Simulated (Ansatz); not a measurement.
Rows from a G0W0 calculation on Ga2O3 (C2/m) (Ansatz 0.2.0; G0W0 on PBE, plane waves, PAW; PAW set soft_1; 6×6×4 mesh, 435 empty bands, screening to 150 eV, PAW set soft_1 files), in eV. Spin-orbit coupling is left out.

```csv
row,k,band,start,Σx,Σc at the solution,Vxc
A,"(-0.500, -0.500, -0.500)",c2,13.547,-12.415,-4.040,-17.544
B,Γ,c1,10.627,-12.350,-3.543,-16.707
C,"(-0.500, -0.500, -0.500)",c1,13.416,-13.264,-3.967,-18.350
D,Γ,v1,8.166,-27.744,4.799,-21.968
E,"(-0.500, -0.500, -0.500)",v1,8.180,-27.200,4.902,-21.316
F,Γ,c2,13.937,-11.696,-4.327,-17.149
```

Give the quasiparticle energies and the shift of each level.

The quasiparticle equation reads E = start + Σx + Σc(E) − Vxc.

```csv
row,E (eV),shift (eV)
A,14.635,+1.088
B,11.441,+0.814
C,14.535,+1.119
D,7.189,−0.977
E,7.198,−0.982
F,15.063,+1.127
```

The gap over the computed points goes from 2.45 eV to 4.24 eV.

Limits: not at the basis limit; no spin-orbit coupling.

[Paths, hosts, dates, memory and timing lines, banners, echoed tables and standing remarks are left out of the program output.]

[Logs are printed without paths, hosts, clocks, repeated set-up lines and the standing remarks that a program may print on its own settings, such as how far it seeks lower states.]

[Runs of the session that timed out or met a known fault of the program may be left out.]

[Cells called generated may have been cut or substituted from an entry of the Crystallography Open Database or the Materials Project.]

[Hosts, paths, dates, database ids (printed as entryN), source tags and the programs' standing remarks are cut or masked in the printed files.]
